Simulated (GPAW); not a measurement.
# Conductance along a series: segments of Zr in a Pt chain

Aim: how the conductance and the thermopower change along a series of junctions, segments of Zr in a Pt chain.

Main program and level: GPAW 26.7.0; GPAW LCAO, PAW setups; Landauer transmission from Green's functions with principal layers (ASE), zero bias.

Report form: the programs' logs are mostly left out.

## 1. Set-up

The cell holds 15 atoms: 14 Pt and 1 Zr. Its edges and angles: a = 9.000 Å, b = 9.000 Å, c = 36.029 Å, α = 90.0°, β = 90.0°, γ = 90.0°. Regions: left lead, 7 atoms (7 Pt); channel, 1 atom (1 Zr); right lead, 7 atoms (7 Pt). Vacuum lies along a and b. The structure is stacked along c, and the current runs across the ab planes.

## 2. Junction, foreign atoms 1

The structure changes from member to member while basis and functional stay, so that the trend is less open to errors of the level than any single value.

The input, run.py:

```python
import json
import numpy as np
from ase import Atoms
from ase.transport.calculators import TransportCalculator
from gpaw import GPAW, FermiDirac
from gpaw.lcao.tools import get_lcao_hamiltonian
from scipy.linalg import eigh

# The junction with lead layers at both ends, along the third cell vector
device = Atoms(
    ['Pt', 'Pt', 'Pt', 'Pt', 'Pt', 'Pt', 'Pt', 'Zr', 'Pt', 'Pt', 'Pt', 'Pt', 'Pt', 'Pt', 'Pt'],
    positions=[
        [4.50000, 4.50000, 1.20000],
        [4.50000, 4.50000, 3.60000],
        [4.50000, 4.50000, 6.00000],
        [4.50000, 4.50000, 8.40000],
        [4.50000, 4.50000, 10.80000],
        [4.50000, 4.50000, 13.20000],
        [4.50000, 4.50000, 15.60000],
        [4.50000, 4.50000, 18.01450],
        [4.50000, 4.50000, 20.42900],
        [4.50000, 4.50000, 22.82900],
        [4.50000, 4.50000, 25.22900],
        [4.50000, 4.50000, 27.62900],
        [4.50000, 4.50000, 30.02900],
        [4.50000, 4.50000, 32.42900],
        [4.50000, 4.50000, 34.82900]],
    cell=[[9.0, 0.0, 0.0], [0.0, 9.0, 0.0], [0.0, 0.0, 36.029]],
    pbc=True)

# One principal layer of the lead: the first 5 atoms of the device
lead = Atoms(
    ['Pt', 'Pt', 'Pt', 'Pt', 'Pt'],
    positions=[
        [4.50000, 4.50000, 1.20000],
        [4.50000, 4.50000, 3.60000],
        [4.50000, 4.50000, 6.00000],
        [4.50000, 4.50000, 8.40000],
        [4.50000, 4.50000, 10.80000]],
    cell=[[9.0, 0.0, 0.0], [0.0, 9.0, 0.0], [0.0, 0.0, 12.0]],
    pbc=True)

settings = dict(mode='lcao', basis='dzp', xc='PBE', h=0.2,
                occupations=FermiDirac(0.1), maxiter=250,
                mixer=dict(beta=0.1, nmaxold=8, weight=100.0),
                convergence=dict(density=0.0001))
energies = np.arange(-2, 2 + 1e-9, 0.05)
eta = 0.0001
n1, n2 = 1, 1
# k and -k transmit alike, so half of the mesh across the current serves
mesh = [(i, j) for i in range(n1) for j in range(n2) if (i, j) <= (-i % n1, -j % n2)]
weights = np.array([1 if (i, j) == (-i % n1, -j % n2) else 2 for i, j in mesh]) / (n1 * n2)

# [... helper functions left out ...]
fermi_lead = ground_state(lead, (1, 1, 10), 'lead.txt')
fermi_device = ground_state(device, (1, 1, 2), 'device.txt')
# [... loop over the mesh left out, but for ...]
        # Shift the lead onto the potential of the device's first layer
        shift = ((H[:, 0, 0] - H0[:, 0, 0]) / S0[0, 0]).real.mean()
# [...]
kT = 8.617333e-5 * 300
bias = [0.1, 0.2, 0.5, 1.0, 1.5, 2.0]
# [... integrals and printing left out ...]
```

Launch:

```
OMP_NUM_THREADS=1 OPENBLAS_NUM_THREADS=1 python run.py
```

The job ended after 6.2 min (1 thread of Arm Neoverse N1, shared host; peak memory 1.4 GiB).

Numbers from this step:

```
conductance                                    : 2.013 G₀
largest coupling past the next principal layer : 8.09e-6 eV
largest misfit of the first principal layer    : 0.2287 eV
shift that aligns the lead                     : -0.002218 eV
basis functions of the junction                : 407
basis functions of a principal layer           : 135
transmission at the Fermi level (one spin)     : 2.027
```

One spin. The transmission, zone mean by energy, zero at the Fermi level:

energy (eV), transmission, zone mean and a bar from the least value:
```
    -2.00       1.32 ############
    -1.85       1.31 ###########
    -1.70       1.21 ##########
    -1.60       1.45 ##############
    -1.50       1.90 #######################
    -1.45       1.83 ######################
    -1.30       1.68 ###################
    -1.15       1.67 ###################
    -1.05       1.67 ###################
    -0.90       1.67 ###################
    -0.75       1.69 ###################
    -0.60       1.73 ####################
    -0.50       1.76 #####################
    -0.35       1.91 ########################
    -0.30       2.22 ##############################
    -0.20       1.93 ########################
    -0.05       2.02 ##########################
     0.00       2.03 ##########################
     0.05       2.01 ##########################
     0.20       1.73 ####################
     0.35       1.42 ##############
     0.50       1.22 ##########
     0.60       1.10 #######
     0.75       0.94 ####
     0.90       0.96 ####
     1.05       0.98 #####
     1.15       0.74 
     1.30       0.88 ###
     1.45       0.91 ###
     1.60       0.92 ####
     1.70       0.92 ####
     1.85       0.93 ####
     2.00       0.93 ####
```

Not self-consistent under bias; the bias window is split evenly. The current through one cell, from the zero-bias transmission by bias:

```tsv
bias (V)	current through one cell, from the zero-bias transmission (μA)
0.100	15.6
0.200	30.9
0.500	74.5
1.000	138
1.500	192
2.000	243
```

Table of transmission of the three most open eigenchannels by energy, zero at the Fermi level:

```tsv
energy (eV)	channel 1	channel 2	channel 3
-2.00	0.669	0.323	0.323
-1.85	0.672	0.317	0.317
-1.70	0.589	0.313	0.313
-1.60	0.825	0.312	0.312
-1.45	0.934	0.316	0.316
-1.30	0.870	0.323	0.323
-1.15	0.852	0.329	0.329
-1.05	0.850	0.332	0.332
-0.90	0.856	0.335	0.335
-0.75	0.867	0.338	0.338
-0.60	0.878	0.347	0.347
-0.50	0.885	0.360	0.360
-0.35	0.899	0.386	0.386
-0.20	0.919	0.416	0.416
-0.05	0.942	0.429	0.429
0.00	0.947	0.425	0.425
0.05	0.949	0.415	0.415
0.20	0.934	0.351	0.351
0.35	0.920	0.250	0.250
0.50	0.926	0.145	0.145
0.60	0.931	0.0819	0.0819
0.75	0.942	9.8e-7	5.6e-9
0.90	0.961	9.8e-7	1.2e-11
1.05	0.979	9.1e-7	0
1.15	0.743	1.1e-6	0
1.30	0.884	1.1e-6	0
1.45	0.908	1.1e-6	0
1.60	0.919	1.1e-6	0
1.70	0.924	1.1e-6	3.4e-12
1.85	0.930	1.1e-6	0
2.00	0.935	1.1e-6	0
```

Couplings past the next layer reach 8.1e-6 eV, small enough to drop; the matrix elements of the cell's first layer differ from the bulk lead's by up to 0.23 eV. That layer keeps its own values in the calculation, and only beyond it is the lead taken as perfect. The Fermi levels of lead and junction count from different zeros of potential, one for each periodic cell; with both set to zero, the small remaining shift is what aligns them. Without spin-orbit coupling, which is large for these atoms, channel counts and T are those of the scalar-relativistic bands. By hand: G = 2.013 × 77.48 μS = 156 μS, a resistance of 6.41 kΩ; at 0.1 V a linear junction would pass 15.6 μA, and the integral over the bias window gives 15.6 μA.

## 3. Junction, 16 atoms: segment atoms = 2

System of this step: 2 Zr atoms in a Pt chain. The cell holds 16 atoms: 14 Pt and 2 Zr. Cell: a = 9.000 Å, b = 9.000 Å, c = 38.629 Å, α = 90.0°, β = 90.0°, γ = 90.0°. Regions: left lead, 7 atoms (7 Pt); channel, 2 atoms (2 Zr); right lead, 7 atoms (7 Pt). Vacuum lies along a and b. The structure is stacked along c, and the current runs across the ab planes.

run.py, as its differences from that of step 2:

```diff
@@ -10,3 +10,3 @@
 device = Atoms(
-    ['Pt', 'Pt', 'Pt', 'Pt', 'Pt', 'Pt', 'Pt', 'Zr', 'Pt', 'Pt', 'Pt', 'Pt', 'Pt', 'Pt', 'Pt'],
+    ['Pt', 'Pt', 'Pt', 'Pt', 'Pt', 'Pt', 'Pt', 'Zr', 'Zr', 'Pt', 'Pt', 'Pt', 'Pt', 'Pt', 'Pt', 'Pt'],
     positions=[
@@ -20,10 +20,11 @@
         [4.50000, 4.50000, 18.01450],
-        [4.50000, 4.50000, 20.42900],
-        [4.50000, 4.50000, 22.82900],
-        [4.50000, 4.50000, 25.22900],
-        [4.50000, 4.50000, 27.62900],
-        [4.50000, 4.50000, 30.02900],
-        [4.50000, 4.50000, 32.42900],
-        [4.50000, 4.50000, 34.82900]],
-    cell=[[9.0, 0.0, 0.0], [0.0, 9.0, 0.0], [0.0, 0.0, 36.029]],
+        [4.50000, 4.50000, 20.61450],
+        [4.50000, 4.50000, 23.02900],
+        [4.50000, 4.50000, 25.42900],
+        [4.50000, 4.50000, 27.82900],
+        [4.50000, 4.50000, 30.22900],
+        [4.50000, 4.50000, 32.62900],
+        [4.50000, 4.50000, 35.02900],
+        [4.50000, 4.50000, 37.42900]],
+    cell=[[9.0, 0.0, 0.0], [0.0, 9.0, 0.0], [0.0, 0.0, 38.629]],
     pbc=True)
```

The job ended after 4.7 min (1 thread; peak memory 1.5 GiB).

This step gave:

| Property | Result |
| --- | --- |
| conductance | 3.274 G₀ |
| thermopower | 3.021 μV/K |
| largest misfit of the first principal layer | 0.1560 eV |
| shift that aligns the lead | 0.01289 eV |
| basis functions of the junction | 436 |
| transmission at the Fermi level (one spin) | 3.297 |

One spin. Table of transmission, zone mean by energy, zero at the Fermi level:

```tsv
energy (eV)	transmission, zone mean
-2.00	0.622
-1.85	0.868
-1.80	1.14
-1.70	0.383
-1.60	0.711
-1.55	1.70
-1.45	1.01
-1.30	1.12
-1.15	1.29
-1.05	1.40
-0.90	1.61
-0.75	1.89
-0.60	2.23
-0.50	2.50
-0.35	2.93
-0.20	3.24
-0.10	3.34
-0.05	3.34
0.00	3.30
0.05	3.21
0.20	2.60
0.35	1.61
0.50	1.41
0.60	1.15
0.75	0.923
0.90	0.952
1.05	0.966
1.15	0.970
1.30	0.970
1.45	0.948
1.60	0.770
1.70	0.0202
1.85	0.763
2.00	0.895
```

Not self-consistent under bias; the bias window is split evenly. Current through one cell, from the zero-bias transmission against bias:

```tsv
bias (V)	current through one cell, from the zero-bias transmission (μA)
0.100	25.3
0.200	50.3
0.500	119
1.000	207
1.500	271
2.000	322
```

Table of transmission of the three most open eigenchannels by energy, zero at the Fermi level:

```tsv
energy (eV)	channel 1	channel 2	channel 3
-2.00	0.463	0.0794	0.0794
-1.90	0.554	0.0874	0.0874
-1.80	0.950	0.0967	0.0967
-1.70	0.167	0.108	0.108
-1.55	0.789	0.634	0.129
-1.45	0.688	0.146	0.146
-1.35	0.713	0.167	0.167
-1.25	0.755	0.192	0.192
-1.15	0.798	0.223	0.223
-1.05	0.835	0.259	0.259
-0.90	0.887	0.331	0.331
-0.80	0.920	0.394	0.394
-0.70	0.951	0.472	0.472
-0.60	0.975	0.567	0.567
-0.50	0.992	0.677	0.677
-0.40	0.998	0.790	0.790
-0.25	0.972	0.931	0.931
-0.15	0.984	0.984	0.915
-0.05	0.998	0.998	0.817
0.00	0.992	0.992	0.755
0.05	0.976	0.976	0.689
0.15	0.916	0.916	0.532
0.25	0.808	0.808	0.366
0.40	0.540	0.540	0.539
0.50	0.762	0.326	0.326
0.60	0.859	0.147	0.147
0.70	0.908	0.0311	0.0311
0.80	0.935	5.5e-7	3.0e-10
0.90	0.952	5.6e-7	6.2e-12
1.05	0.966	5.6e-7	0
1.15	0.970	5.6e-7	0
1.25	0.971	5.6e-7	0
1.35	0.966	5.7e-7	0
1.45	0.948	5.7e-7	0
1.55	0.879	5.7e-7	0
1.70	0.0202	6.9e-7	0
1.80	0.608	5.6e-7	0
1.90	0.835	5.7e-7	0
2.00	0.895	5.7e-7	0
```

The conductance, 3.27 G₀, lies 63 % above that of the member before.

## 4. Junction, 17 atoms: segment atoms = 3

System of this step: 3 Zr atoms in a Pt chain. The cell holds 17 atoms: 14 Pt and 3 Zr. Its edges and angles: a = 9.000 Å, b = 9.000 Å, c = 41.229 Å, α = 90.0°, β = 90.0°, γ = 90.0°. Regions: left lead, 7 atoms (7 Pt); channel, 3 atoms (3 Zr); right lead, 7 atoms (7 Pt). Vacuum lies along a and b. The structure is stacked along c, and the current runs across the ab planes.

run.py, as its differences from that of step 3:

```diff
@@ -10,3 +10,3 @@
 device = Atoms(
-    ['Pt', 'Pt', 'Pt', 'Pt', 'Pt', 'Pt', 'Pt', 'Zr', 'Zr', 'Pt', 'Pt', 'Pt', 'Pt', 'Pt', 'Pt', 'Pt'],
+    ['Pt', 'Pt', 'Pt', 'Pt', 'Pt', 'Pt', 'Pt', 'Zr', 'Zr', 'Zr', 'Pt', 'Pt', 'Pt', 'Pt', 'Pt', 'Pt', 'Pt'],
     positions=[
@@ -21,10 +21,11 @@
         [4.50000, 4.50000, 20.61450],
-        [4.50000, 4.50000, 23.02900],
-        [4.50000, 4.50000, 25.42900],
-        [4.50000, 4.50000, 27.82900],
-        [4.50000, 4.50000, 30.22900],
-        [4.50000, 4.50000, 32.62900],
-        [4.50000, 4.50000, 35.02900],
-        [4.50000, 4.50000, 37.42900]],
-    cell=[[9.0, 0.0, 0.0], [0.0, 9.0, 0.0], [0.0, 0.0, 38.629]],
+        [4.50000, 4.50000, 23.21450],
+        [4.50000, 4.50000, 25.62900],
+        [4.50000, 4.50000, 28.02900],
+        [4.50000, 4.50000, 30.42900],
+        [4.50000, 4.50000, 32.82900],
+        [4.50000, 4.50000, 35.22900],
+        [4.50000, 4.50000, 37.62900],
+        [4.50000, 4.50000, 40.02900]],
+    cell=[[9.0, 0.0, 0.0], [0.0, 9.0, 0.0], [0.0, 0.0, 41.229]],
     pbc=True)
```

Elapsed: 5.8 min, on 1 thread; peak memory 1.6 GiB.

One spin. The transmission, zone mean by energy, zero at the Fermi level:

```tsv
energy (eV)	transmission, zone mean
-2.00	0.703
-1.90	1.04
-1.85	0.443
-1.70	0.258
-1.60	0.559
-1.45	1.05
-1.30	1.36
-1.15	1.80
-1.05	2.24
-0.90	2.85
-0.85	2.90
-0.75	2.69
-0.60	2.22
-0.50	2.06
-0.35	2.04
-0.20	2.11
-0.05	2.18
0.00	2.19
0.05	2.18
0.20	1.90
0.35	1.17
0.50	0.699
0.60	0.778
0.70	1.12
0.75	0.387
0.90	0.556
1.05	0.627
1.15	0.647
1.20	0.651
1.30	0.647
1.45	0.604
1.60	0.473
1.70	0.273
1.85	0.0451
2.00	0.724
```

The conductance, 2.18 G₀, lies 33 % below that of the member before.

## 5. Junction, 18 atoms: segment atoms = 4

System of this step: 4 Zr atoms in a Pt chain. The cell holds 18 atoms: 14 Pt and 4 Zr. Its edges and angles: a = 9.000 Å, b = 9.000 Å, c = 43.829 Å, α = 90.0°, β = 90.0°, γ = 90.0°. Regions: left lead, 7 atoms (7 Pt); channel, 4 atoms (4 Zr); right lead, 7 atoms (7 Pt). Vacuum lies along a and b. The structure is stacked along c, and the current runs across the ab planes.

run.py, as its differences from that of step 4:

```diff
@@ -10,3 +10,3 @@
 device = Atoms(
-    ['Pt', 'Pt', 'Pt', 'Pt', 'Pt', 'Pt', 'Pt', 'Zr', 'Zr', 'Zr', 'Pt', 'Pt', 'Pt', 'Pt', 'Pt', 'Pt', 'Pt'],
+    ['Pt', 'Pt', 'Pt', 'Pt', 'Pt', 'Pt', 'Pt', 'Zr', 'Zr', 'Zr', 'Zr', 'Pt', 'Pt', 'Pt', 'Pt', 'Pt', 'Pt', 'Pt'],
     positions=[
@@ -22,10 +22,11 @@
         [4.50000, 4.50000, 23.21450],
-        [4.50000, 4.50000, 25.62900],
-        [4.50000, 4.50000, 28.02900],
-        [4.50000, 4.50000, 30.42900],
-        [4.50000, 4.50000, 32.82900],
-        [4.50000, 4.50000, 35.22900],
-        [4.50000, 4.50000, 37.62900],
-        [4.50000, 4.50000, 40.02900]],
-    cell=[[9.0, 0.0, 0.0], [0.0, 9.0, 0.0], [0.0, 0.0, 41.229]],
+        [4.50000, 4.50000, 25.81450],
+        [4.50000, 4.50000, 28.22900],
+        [4.50000, 4.50000, 30.62900],
+        [4.50000, 4.50000, 33.02900],
+        [4.50000, 4.50000, 35.42900],
+        [4.50000, 4.50000, 37.82900],
+        [4.50000, 4.50000, 40.22900],
+        [4.50000, 4.50000, 42.62900]],
+    cell=[[9.0, 0.0, 0.0], [0.0, 9.0, 0.0], [0.0, 0.0, 43.829]],
     pbc=True)
```

Wall time 7.2 min (1 thread); peak memory 1.7 GiB.

The conductance, 3.05 G₀, lies 40 % above that of the member before.

## 6. Member of the series, 19 atoms: segment atoms = 5

System of this step: 5 Zr atoms in a Pt chain. The cell holds 19 atoms: 14 Pt and 5 Zr. Cell: a = 9.000 Å, b = 9.000 Å, c = 46.429 Å, α = 90.0°, β = 90.0°, γ = 90.0°. Regions: left lead, 7 atoms (7 Pt); channel, 5 atoms (5 Zr); right lead, 7 atoms (7 Pt). Vacuum lies along a and b. The structure is stacked along c, and the current runs across the ab planes.

run.py, as its differences from that of step 5:

```diff
@@ -10,3 +10,3 @@
 device = Atoms(
-    ['Pt', 'Pt', 'Pt', 'Pt', 'Pt', 'Pt', 'Pt', 'Zr', 'Zr', 'Zr', 'Zr', 'Pt', 'Pt', 'Pt', 'Pt', 'Pt', 'Pt', 'Pt'],
+    ['Pt', 'Pt', 'Pt', 'Pt', 'Pt', 'Pt', 'Pt', 'Zr', 'Zr', 'Zr', 'Zr', 'Zr', 'Pt', 'Pt', 'Pt', 'Pt', 'Pt', 'Pt', 'Pt'],
     positions=[
@@ -23,10 +23,11 @@
         [4.50000, 4.50000, 25.81450],
-        [4.50000, 4.50000, 28.22900],
-        [4.50000, 4.50000, 30.62900],
-        [4.50000, 4.50000, 33.02900],
-        [4.50000, 4.50000, 35.42900],
-        [4.50000, 4.50000, 37.82900],
-        [4.50000, 4.50000, 40.22900],
-        [4.50000, 4.50000, 42.62900]],
-    cell=[[9.0, 0.0, 0.0], [0.0, 9.0, 0.0], [0.0, 0.0, 43.829]],
+        [4.50000, 4.50000, 28.41450],
+        [4.50000, 4.50000, 30.82900],
+        [4.50000, 4.50000, 33.22900],
+        [4.50000, 4.50000, 35.62900],
+        [4.50000, 4.50000, 38.02900],
+        [4.50000, 4.50000, 40.42900],
+        [4.50000, 4.50000, 42.82900],
+        [4.50000, 4.50000, 45.22900]],
+    cell=[[9.0, 0.0, 0.0], [0.0, 9.0, 0.0], [0.0, 0.0, 46.429]],
     pbc=True)
```

Elapsed: 8.5 min, on 1 thread; peak memory 1.7 GiB.

The conductance, 2.14 G₀, lies 30 % below that of the member before.

[end of part 1 of 2]

[Logs are printed without paths, hosts, clocks, repeated set-up lines and the standing remarks that a program may print on its own settings, such as how far it seeks lower states.]

[Hosts, paths, dates, database ids (printed as entryN), source tags and the programs' standing remarks are cut or masked in the printed files.]
